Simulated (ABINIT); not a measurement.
# Calculated records

A GW chain in ABINIT: CaO (Lime). It takes space group Fm-3m (No. 225, cubic). The conventional cell has a = 4.813 Å, b = 4.813 Å, c = 4.813 Å, α = 90.00°, β = 90.00°, γ = 90.00°. Nearest to Ca lie 6 O at 2.41 Å. Nearest to O lie 6 Ca at 2.41 Å. Farther neighbours, and contacts between anions beyond the nearest, are not listed. The calculation used RPA screening on PBE, plane waves, norm-conserving pseudopotentials (and 2 further levels or steps) in ABINIT 10.8.3, with cutoff 36 Ha, PseudoDojo scalar-relativistic 0.4.1 standard, norm-conserving, ngkpt (6, 6, 6), nband 136, ecuteps 8 Ha, inclvkb 2, shiftk (0, 0, 0), symchi 1, awtr 1, frequency ppm, 6×6×6 k-mesh. The PBE gap is 3.66 eV, indirect, the G0W0 gap on the mesh is 5.80 eV and the GW settings are 6×6×6 mesh, 136 bands, screening to 217.7 eV, Godby-Needs plasmon pole. The known limits are short of the basis limit. It took 5 runs, 67 s in all on 8 MPI ranks of Arm Neoverse V2, shared host. G0W0 moves the gap on the mesh from 3.66 eV to 5.80 eV (+2.14 eV), with Z of 0.78 and 0.85 at the edges. Local fields lower the RPA ε∞ on this mesh from 3.92 to 3.57. The cell and positions come from the Crystallography Open Database and are kept as given unless a step says otherwise.

[Paths, hosts, dates, memory and timing lines, banners, echoed tables and standing remarks are left out of the program output; an Ansatz launch command may be rebuilt from the run's recorded settings. Measured values are a selection of at most five: reports struck by readers or far from the other reports are left out. None is set beside runs whose start may be inverted or whose files or cutoffs have a known fault.]

[Runs of the session that timed out or met a known fault of the program may be left out.]

[Hosts, paths, dates, database ids (printed as entryN), source tags and the programs' standing remarks are cut or masked in the printed files.]

[G0W0 gaps are taken among the corrected bands and points alone; a level outside them can change the order at an edge.]

[Where Ansatz stands beside ABINIT at settings called matched, ABINIT's density can come from a denser mesh and the files from another edition; pairs whose starting gaps differed by over 0.03 eV were left out, so agreement reads better than it is.]
